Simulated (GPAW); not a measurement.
# Settings that the conductance of a Au chain with a Cl atom on top of one atom needs, part 2 of 4

Aim: the cheapest settings that leave the conductance of a Au chain with a Cl atom on top of one atom unchanged.

GPAW 26.7.0; GPAW LCAO, PAW setups; Landauer transmission from Green's functions with principal layers (ASE), zero bias.

So far, transmission at the Fermi level (one spin): step 2 (base settings) 0.298; step 3 (grid spacing 0.3 Å) 0.296; step 4 (grid spacing 0.26 Å) 0.300; step 5 (grid spacing 0.22 Å) 0.299; step 7 (grid spacing 0.14 Å) 0.297.

### Step 9. Density threshold: conv = 0.1

The Hamiltonian is taken from the last density. The density threshold is one of the tests that end the cycle; the energy must settle too, so a loose value may not be the test that decides.

This step: GPAW LCAO, PAW setups; Landauer transmission from Green's functions with principal layers (ASE), zero bias (GPAW 26.7.0).

File run.py:

```python
import json
import numpy as np
from ase import Atoms
from ase.transport.calculators import TransportCalculator
from gpaw import GPAW, FermiDirac
from gpaw.lcao.tools import get_lcao_hamiltonian
from scipy.linalg import eigh

# The junction with lead layers at both ends, along the third cell vector
device = Atoms(
    ['Au', 'Au', 'Au', 'Au', 'Au', 'Au', 'Cl', 'Au', 'Au', 'Au', 'Au', 'Au'],
    positions=[
        [4.50000, 4.50000, 1.30000],
        [4.50000, 4.50000, 3.90000],
        [4.50000, 4.50000, 6.50000],
        [4.50000, 4.50000, 9.10000],
        [4.50000, 4.50000, 11.70000],
        [4.50000, 4.50000, 14.30000],
        [6.61420, 4.50000, 14.30000],
        [4.50000, 4.50000, 16.90000],
        [4.50000, 4.50000, 19.50000],
        [4.50000, 4.50000, 22.10000],
        [4.50000, 4.50000, 24.70000],
        [4.50000, 4.50000, 27.30000]],
    cell=[[9.0, 0.0, 0.0], [0.0, 9.0, 0.0], [0.0, 0.0, 28.6]],
    pbc=True)

# One principal layer of the lead: the first 3 atoms of the device
lead = Atoms(
    ['Au', 'Au', 'Au'],
    positions=[
        [4.50000, 4.50000, 1.30000],
        [4.50000, 4.50000, 3.90000],
        [4.50000, 4.50000, 6.50000]],
    cell=[[9.0, 0.0, 0.0], [0.0, 9.0, 0.0], [0.0, 0.0, 7.8]],
    pbc=True)

settings = dict(mode='lcao', basis='dzp', xc='PBE', h=0.2,
                occupations=FermiDirac(0.1), maxiter=250,
                mixer=dict(beta=0.1, nmaxold=8, weight=100.0),
                convergence=dict(density=0.1))
energies = np.arange(-2, 2 + 1e-9, 0.05)
eta = 0.0001
n1, n2 = 1, 1
# k and -k transmit alike, so half of the mesh across the current serves
mesh = [(i, j) for i in range(n1) for j in range(n2) if (i, j) <= (-i % n1, -j % n2)]
weights = np.array([1 if (i, j) == (-i % n1, -j % n2) else 2 for i, j in mesh]) / (n1 * n2)

# [... helper functions left out ...]
fermi_lead = ground_state(lead, (1, 1, 15), 'lead.txt')
fermi_device = ground_state(device, (1, 1, 3), 'device.txt')
# [... loop over the mesh left out, but for ...]
        # Shift the lead onto the potential of the device's first layer
        shift = ((H[:, 0, 0] - H0[:, 0, 0]) / S0[0, 0]).real.mean()
# [...]
kT = 8.617333e-5 * 77
bias = [0.1, 0.2, 0.5, 1.0, 1.5, 2.0]
# [... integrals and printing left out ...]
```

Command:

```
$ OMP_NUM_THREADS=1 OPENBLAS_NUM_THREADS=2 python run.py
```

The program printed:

```text
basis functions: device 178, principal layer 45
Fermi level: lead -4.6478 eV, device -4.4401 eV; lead shifted by -0.0197 eV
largest coupling past the next layer 2.46e-07 eV, largest misfit of the first layer 0.049 eV
  E-E_F (eV)   T (one spin)  [channel counts left out]
    -2.000    1.6256e+00
    -1.950    1.7687e+00
    -1.900    1.9772e+00
    -1.850    2.1029e+00
    -1.800    2.1567e+00
    -1.750    2.1836e+00
    -1.700    2.2136e+00
    -1.650    2.2750e+00
    -1.600    2.4004e+00
    -1.550    1.7403e+00
    -1.500    1.4673e+00
    -1.450    1.6010e+00
    -1.400    1.6464e+00
    -1.350    1.6505e+00
    -1.300    1.6344e+00
    -1.250    1.6466e+00
[...]
1.650    9.9729e-01
     1.700    9.9820e-01
     1.750    9.9883e-01
     1.800    9.9922e-01
     1.850    9.9942e-01
     1.900    9.9949e-01
     1.950    9.9943e-01
     2.000    9.9929e-01
conductance at 77 K: 0.2669 G0 a cell; thermopower 4.434 uV/K
current from the zero-bias T(E) at 0.1 V: 2.0729 uA
current from the zero-bias T(E) at 0.2 V: 4.1963 uA
current from the zero-bias T(E) at 0.5 V: 14.496 uA
current from the zero-bias T(E) at 1.0 V: 34.714 uA
current from the zero-bias T(E) at 1.5 V: 57.943 uA
current from the zero-bias T(E) at 2.0 V: 93.885 uA
```

The job ended after 28 s (2 threads of Intel Xeon Platinum 8559C (Emerald Rapids), shared host; peak memory 0.96 GiB).

This step gave:

- conductance: 0.2669 G₀
- thermopower: 4.434 μV/K
- largest misfit of the first principal layer: 0.04899 eV
- shift that aligns the lead: -0.01973 eV
- transmission at the Fermi level (one spin): 0.2668

One spin. Transmission, zone mean against energy, zero at the Fermi level:

| energy (eV) | transmission, zone mean |
| --- | --- |
| -2.00 | 1.63 |
| -1.90 | 1.98 |
| -1.80 | 2.16 |
| -1.70 | 2.21 |
| -1.60 | 2.40 |
| -1.55 | 1.74 |
| -1.45 | 1.60 |
| -1.35 | 1.65 |
| -1.25 | 1.65 |
| -1.20 | 2.20 |
| -1.15 | 1.52 |
| -1.05 | 1.32 |
| -0.90 | 1.13 |
| -0.80 | 1.07 |
| -0.70 | 1.00 |
| -0.60 | 0.948 |
| -0.50 | 0.921 |
| -0.40 | 0.949 |
| -0.30 | 1.17 |
| -0.25 | 1.07 |
| -0.15 | 0.694 |
| -0.05 | 0.300 |
| 0.00 | 0.267 |
| 0.05 | 0.237 |
| 0.15 | 0.175 |
| 0.25 | 0.104 |
| 0.40 | 0.00709 |
| 0.50 | 0.0217 |
| 0.60 | 0.164 |
| 0.70 | 0.397 |
| 0.80 | 0.673 |
| 0.90 | 0.768 |
| 1.05 | 0.895 |
| 1.15 | 0.939 |
| 1.25 | 0.965 |
| 1.35 | 0.980 |
| 1.45 | 0.989 |
| 1.55 | 0.994 |
| 1.70 | 0.998 |
| 1.80 | 0.999 |
| 1.90 | 0.999 |
| 2.00 | 0.999 |

Not self-consistent under bias; the bias window is split evenly. The current through one cell, from the zero-bias transmission by bias:

| bias (V) | current through one cell, from the zero-bias transmission (μA) |
| --- | --- |
| 0.100 | 2.07 |
| 0.200 | 4.20 |
| 0.500 | 14.5 |
| 1.000 | 34.7 |
| 1.500 | 57.9 |
| 2.000 | 93.9 |

The conductance, 0.267 G₀, lies 10 % below that of the base run.

### Step 10. Varying the density threshold: conv = 0.01

Edit run.py of step 9 so:

```diff
@@ -40,3 +40,3 @@
                 mixer=dict(beta=0.1, nmaxold=8, weight=100.0),
-                convergence=dict(density=0.1))
+                convergence=dict(density=0.01))
 energies = np.arange(-2, 2 + 1e-9, 0.05)
```

The program printed:

```text
basis functions: device 178, principal layer 45
Fermi level: lead -4.6478 eV, device -4.4401 eV; lead shifted by -0.0197 eV
largest coupling past the next layer 2.46e-07 eV, largest misfit of the first layer 0.049 eV
  E-E_F (eV)   T (one spin)  [channel counts left out]
    -2.000    1.6256e+00
    -1.950    1.7687e+00
    -1.900    1.9772e+00
    -1.850    2.1029e+00
    -1.800    2.1567e+00
    -1.750    2.1836e+00
    -1.700    2.2136e+00
    -1.650    2.2750e+00
    -1.600    2.4004e+00
    -1.550    1.7403e+00
    -1.500    1.4673e+00
    -1.450    1.6010e+00
    -1.400    1.6464e+00
    -1.350    1.6505e+00
    -1.300    1.6344e+00
    -1.250    1.6466e+00
[...]
1.650    9.9729e-01
     1.700    9.9820e-01
     1.750    9.9883e-01
     1.800    9.9922e-01
     1.850    9.9942e-01
     1.900    9.9949e-01
     1.950    9.9943e-01
     2.000    9.9929e-01
conductance at 77 K: 0.2669 G0 a cell; thermopower 4.434 uV/K
current from the zero-bias T(E) at 0.1 V: 2.0729 uA
current from the zero-bias T(E) at 0.2 V: 4.1963 uA
current from the zero-bias T(E) at 0.5 V: 14.496 uA
current from the zero-bias T(E) at 1.0 V: 34.714 uA
current from the zero-bias T(E) at 1.5 V: 57.943 uA
current from the zero-bias T(E) at 2.0 V: 93.885 uA
```

Wall time 29 s (2 threads); peak memory 0.96 GiB.

One spin. Table of transmission, zone mean by energy, zero at the Fermi level:

```csv
energy (eV),"transmission, zone mean"
-2.000,1.63
-1.800,2.16
-1.600,2.40
-1.400,1.65
-1.200,2.20
-1.000,1.25
-0.800,1.07
-0.600,0.948
-0.400,0.949
-0.300,1.17
-0.200,0.815
0.000,0.267
0.200,0.141
0.400,0.00709
0.600,0.164
0.800,0.673
1.000,0.863
1.200,0.953
1.400,0.985
1.600,0.996
1.800,0.999
2.000,0.999
```

Not self-consistent under bias; the bias window is split evenly. Table of current through one cell, from the zero-bias transmission by bias:

```csv
bias (V),"current through one cell, from the zero-bias transmission (μA)"
0.100,2.07
0.200,4.20
0.500,14.5
1.000,34.7
1.500,57.9
2.000,93.9
```

The conductance, 0.267 G₀, lies 10 % below that of the base run.

### Step 11. Varying the density threshold: conv = 0.001

Edit run.py of step 10 so:

```diff
@@ -40,3 +40,3 @@
                 mixer=dict(beta=0.1, nmaxold=8, weight=100.0),
-                convergence=dict(density=0.01))
+                convergence=dict(density=0.001))
 energies = np.arange(-2, 2 + 1e-9, 0.05)
```

The program printed:

```text
basis functions: device 178, principal layer 45
Fermi level: lead -4.6478 eV, device -4.4355 eV; lead shifted by 0.0032 eV
largest coupling past the next layer 2.46e-07 eV, largest misfit of the first layer 0.016 eV
  E-E_F (eV)   T (one spin)  channels
    -2.000    1.6980e+00    3.0000
    -1.950    1.8858e+00    3.0000
    -1.900    2.1177e+00    3.0000
[...]
1.950    9.9949e-01    1.0000
     2.000    9.9943e-01    1.0000
conductance at 77 K: 0.29499 G0 a cell; thermopower 3.735 uV/K
current from the zero-bias T(E) at 0.1 V: 2.2903 uA
current from the zero-bias T(E) at 0.2 V: 4.6455 uA
current from the zero-bias T(E) at 0.5 V: 14.342 uA
current from the zero-bias T(E) at 1.0 V: 35.489 uA
current from the zero-bias T(E) at 1.5 V: 58.502 uA
current from the zero-bias T(E) at 2.0 V: 93.41 uA
```

Wall time 33 s (2 threads); peak memory 0.96 GiB.

The conductance, 0.295 G₀, lies 1.0 % below that of the base run.

### Step 12. Density threshold: conv = 1e-06

Edit run.py of step 11 so:

```diff
@@ -40,3 +40,3 @@
                 mixer=dict(beta=0.1, nmaxold=8, weight=100.0),
-                convergence=dict(density=0.001))
+                convergence=dict(density=1e-06))
 energies = np.arange(-2, 2 + 1e-9, 0.05)
```

The program printed:

```text
basis functions: device 178, principal layer 45
Fermi level: lead -4.6465 eV, device -4.4365 eV; lead shifted by 0.0013 eV
largest coupling past the next layer 2.46e-07 eV, largest misfit of the first layer 0.015 eV
  E-E_F (eV)   T (one spin)  [channel counts left out]
    -2.000    1.6947e+00
    -1.950    1.8550e+00
    -1.900    2.0994e+00
[...]
1.950    9.9949e-01
     2.000    9.9944e-01
conductance at 77 K: 0.29773 G0 a cell; thermopower 3.648 uV/K
current from the zero-bias T(E) at 0.1 V: 2.3114 uA
current from the zero-bias T(E) at 0.2 V: 4.6743 uA
current from the zero-bias T(E) at 0.5 V: 14.559 uA
current from the zero-bias T(E) at 1.0 V: 36.033 uA
current from the zero-bias T(E) at 1.5 V: 58.584 uA
current from the zero-bias T(E) at 2.0 V: 92.843 uA
```

The job ended after 45 s (2 threads; peak memory 0.96 GiB).

The conductance equals that of the base run to 0.2 %.

### Step 13. Convergence in the density threshold

The runs and the base run on one axis.

This step: convergence of the conductance (GPAW 26.7.0).

Table of conductance by log10 of the density threshold:

```csv
log10 of the density threshold,conductance (G₀)
-6.00,0.298
-4.00,0.298
-3.00,0.295
-2.00,0.267
-1.00,0.267
```

### Step 14. Varying the k-points along the junction cell: kz = 1

The junction cell repeats along the current in the SCF; more points there keep its states from feeling the period.

This step: GPAW LCAO, PAW setups; Landauer transmission from Green's functions with principal layers (ASE), zero bias (GPAW 26.7.0).

Edit run.py of step 12 so:

```diff
@@ -40,3 +40,3 @@
                 mixer=dict(beta=0.1, nmaxold=8, weight=100.0),
-                convergence=dict(density=1e-06))
+                convergence=dict(density=0.0001))
 energies = np.arange(-2, 2 + 1e-9, 0.05)
@@ -50,3 +50,3 @@
 fermi_lead = ground_state(lead, (1, 1, 15), 'lead.txt')
-fermi_device = ground_state(device, (1, 1, 3), 'device.txt')
+fermi_device = ground_state(device, (1, 1, 1), 'device.txt')
 # [... loop over the mesh left out, but for ...]
```

The program printed:

```text
basis functions: device 178, principal layer 45
Fermi level: lead -4.6464 eV, device -4.4912 eV; lead shifted by 0.0401 eV
largest coupling past the next layer 2.46e-07 eV, largest misfit of the first layer 0.033 eV
  E-E_F (eV)   T (one spin)  [channel counts left out]
    -2.000    1.6517e+00
    -1.950    1.7651e+00
    -1.900    2.0207e+00
    -1.850    2.2156e+00
    -1.800    2.2969e+00
    -1.750    2.3147e+00
    -1.700    2.3091e+00
    -1.650    2.3073e+00
    -1.600    2.3436e+00
    -1.550    2.4057e+00
    -1.500    1.3877e+00
    -1.450    1.5208e+00
    -1.400    1.5917e+00
    -1.350    1.6003e+00
    -1.300    1.5839e+00
    -1.250    1.6947e+00
[...]
1.650    9.9668e-01
     1.700    9.9773e-01
     1.750    9.9848e-01
     1.800    9.9898e-01
     1.850    9.9929e-01
     1.900    9.9945e-01
     1.950    9.9948e-01
     2.000    9.9943e-01
conductance at 77 K: 0.29229 G0 a cell; thermopower 4.51 uV/K
current from the zero-bias T(E) at 0.1 V: 2.2764 uA
current from the zero-bias T(E) at 0.2 V: 4.68 uA
current from the zero-bias T(E) at 0.5 V: 14.989 uA
current from the zero-bias T(E) at 1.0 V: 36.285 uA
current from the zero-bias T(E) at 1.5 V: 58.716 uA
current from the zero-bias T(E) at 2.0 V: 94.226 uA
```

The job ended after 35 s (2 threads; peak memory 0.96 GiB).

Numbers from this step:

- conductance: 0.2923 G₀
- largest misfit of the first principal layer: 0.03268 eV
- shift that aligns the lead: 0.04008 eV
- transmission at the Fermi level (one spin): 0.2919

One spin. The transmission, zone mean by energy, zero at the Fermi level:

```
energy (eV)  transmission, zone mean
      -2.00                     1.65
      -1.90                     2.02
      -1.80                     2.30
      -1.70                     2.31
      -1.55                     2.41
      -1.45                     1.52
      -1.35                     1.60
      -1.25                     1.69
      -1.20                     2.00
      -1.15                     1.50
      -1.05                     1.34
      -0.90                     1.17
      -0.80                     1.15
      -0.70                    0.999
      -0.60                    0.972
      -0.50                    0.970
      -0.40                     1.03
      -0.25                     1.10
      -0.15                    0.568
      -0.05                    0.331
       0.00                    0.292
       0.05                    0.260
       0.15                    0.199
       0.25                    0.128
       0.40                   0.0212
       0.50                  0.00472
       0.60                    0.106
       0.70                    0.322
       0.80                    0.557
       0.90                    0.731
       1.05                    0.881
       1.15                    0.931
       1.25                    0.960
       1.35                    0.977
       1.45                    0.987
       1.55                    0.993
       1.70                    0.998
       1.80                    0.999
       1.90                    0.999
       2.00                    0.999
```

Not self-consistent under bias; the bias window is split evenly. The current through one cell, from the zero-bias transmission by bias:

| bias (V) | current through one cell, from the zero-bias transmission (μA) |
| --- | --- |
| 0.100 | 2.28 |
| 0.200 | 4.68 |
| 0.500 | 15.0 |
| 1.000 | 36.3 |
| 1.500 | 58.7 |
| 2.000 | 94.2 |

The conductance, 0.292 G₀, lies 1.9 % below that of the base run.

### Step 15. K-points along the junction cell: kz = 2

Edit run.py of step 14 so:

```diff
@@ -50,3 +50,3 @@
 fermi_lead = ground_state(lead, (1, 1, 15), 'lead.txt')
-fermi_device = ground_state(device, (1, 1, 1), 'device.txt')
+fermi_device = ground_state(device, (1, 1, 2), 'device.txt')
 # [... loop over the mesh left out, but for ...]
```

The program printed:

```text
basis functions: device 178, principal layer 45
Fermi level: lead -4.6464 eV, device -4.4362 eV; lead shifted by 0.0003 eV
largest coupling past the next layer 2.46e-07 eV, largest misfit of the first layer 0.015 eV
  E-E_F (eV)   T (one spin)  [channel counts left out]
    -2.000    1.6914e+00
    -1.950    1.8482e+00
    -1.900    2.0914e+00
    -1.850    2.2405e+00
    -1.800    2.2903e+00
    -1.750    2.2950e+00
    -1.700    2.2893e+00
    -1.650    2.2966e+00
    -1.600    2.3497e+00
    -1.550    2.3946e+00
    -1.500    1.3910e+00
    -1.450    1.5511e+00
    -1.400    1.6156e+00
    -1.350    1.6172e+00
    -1.300    1.6130e+00
    -1.250    2.3275e+00
[...]
1.650    9.9673e-01
     1.700    9.9777e-01
     1.750    9.9851e-01
     1.800    9.9900e-01
     1.850    9.9930e-01
     1.900    9.9945e-01
     1.950    9.9949e-01
     2.000    9.9944e-01
conductance at 77 K: 0.29411 G0 a cell; thermopower 3.689 uV/K
current from the zero-bias T(E) at 0.1 V: 2.2833 uA
current from the zero-bias T(E) at 0.2 V: 4.6158 uA
current from the zero-bias T(E) at 0.5 V: 14.458 uA
current from the zero-bias T(E) at 1.0 V: 35.974 uA
current from the zero-bias T(E) at 1.5 V: 58.621 uA
current from the zero-bias T(E) at 2.0 V: 92.946 uA
```

It took 33 s on 2 threads; peak memory 0.96 GiB.

Numbers from this step:

```
conductance                                 : 0.2941 G₀
thermopower                                 : 3.689 μV/K
largest misfit of the first principal layer : 0.01482 eV
shift that aligns the lead                  : 3.06e-4 eV
transmission at the Fermi level (one spin)  : 0.2940
```

One spin. Table of transmission, zone mean by energy, zero at the Fermi level:

```csv
energy (eV),"transmission, zone mean"
-2.000,1.69
-1.800,2.29
-1.600,2.35
-1.550,2.39
-1.400,1.62
-1.250,2.33
-1.200,1.63
-1.000,1.21
-0.800,1.04
-0.600,1.00
-0.400,1.05
-0.200,0.700
0.000,0.294
0.200,0.176
0.400,0.0278
0.600,0.0923
0.800,0.544
1.000,0.839
1.200,0.947
1.400,0.983
1.600,0.995
1.800,0.999
2.000,0.999
```

Not self-consistent under bias; the bias window is split evenly. Table of current through one cell, from the zero-bias transmission by bias:

```
bias (V)  current through one cell, from the zero-bias transmission (μA)
   0.100                                                            2.28
   0.200                                                            4.62
   0.500                                                            14.5
   1.000                                                            36.0
   1.500                                                            58.6
   2.000                                                            92.9
```

The conductance, 0.294 G₀, lies 1.3 % below that of the base run.

### Step 16. K-points along the junction cell: kz = 6

Edit run.py of step 15 so:

```diff
@@ -50,3 +50,3 @@
 fermi_lead = ground_state(lead, (1, 1, 15), 'lead.txt')
-fermi_device = ground_state(device, (1, 1, 2), 'device.txt')
+fermi_device = ground_state(device, (1, 1, 6), 'device.txt')
 # [... loop over the mesh left out, but for ...]
```

The program printed:

```text
basis functions: device 178, principal layer 45
Fermi level: lead -4.6464 eV, device -4.4369 eV; lead shifted by 0.0013 eV
largest coupling past the next layer 2.46e-07 eV, largest misfit of the first layer 0.015 eV
  E-E_F (eV)   T (one spin)  channels
    -2.000    1.6925e+00    3.0000
    -1.950    1.8491e+00    3.0000
    -1.900    2.0935e+00    3.0000
[...]
1.950    9.9949e-01    1.0000
     2.000    9.9944e-01    1.0000
conductance at 77 K: 0.2976 G0 a cell; thermopower 3.641 uV/K
current from the zero-bias T(E) at 0.1 V: 2.3104 uA
current from the zero-bias T(E) at 0.2 V: 4.6725 uA
current from the zero-bias T(E) at 0.5 V: 14.572 uA
current from the zero-bias T(E) at 1.0 V: 36.104 uA
current from the zero-bias T(E) at 1.5 V: 58.654 uA
current from the zero-bias T(E) at 2.0 V: 92.926 uA
```

Wall time 39 s (2 threads); peak memory 0.96 GiB.

One spin. The transmission, zone mean by energy, zero at the Fermi level:

```
energy (eV)  transmission, zone mean
      -2.00                     1.69
      -1.85                     2.24
      -1.70                     2.29
      -1.60                     2.35
      -1.55                     2.41
      -1.45                     1.55
      -1.30                     1.62
      -1.25                     2.35
      -1.15                     1.43
      -1.05                     1.28
      -0.90                     1.13
      -0.75                     1.03
      -0.60                     1.00
      -0.50                     1.01
      -0.35                     1.08
      -0.20                    0.703
      -0.05                    0.328
       0.00                    0.297
       0.05                    0.270
       0.20                    0.180
       0.35                   0.0652
       0.50                  0.00145
       0.60                   0.0875
       0.75                    0.420
       0.90                    0.719
       1.05                    0.875
       1.15                    0.928
       1.30                    0.969
       1.45                    0.987
       1.60                    0.995
       1.70                    0.998
       1.85                    0.999
       2.00                    0.999
```

The conductance equals that of the base run to 0.2 %.

### Step 17. Convergence in the k-points along the junction cell

The runs and the base run on one axis.

This step: convergence of the conductance (GPAW 26.7.0).

Table of conductance by k-points along the junction cell:

```
k-points along the junction cell  conductance (G₀)
                            1.00             0.292
                            2.00             0.294
                            3.00             0.298
                            6.00             0.298
```

[end of part 2 of 4]

[Logs are printed without paths, hosts, clocks, repeated set-up lines and the standing remarks that a program may print on its own settings, such as how far it seeks lower states.]

[Hosts, paths, dates, database ids (printed as entryN), source tags and the programs' standing remarks are cut or masked in the printed files.]
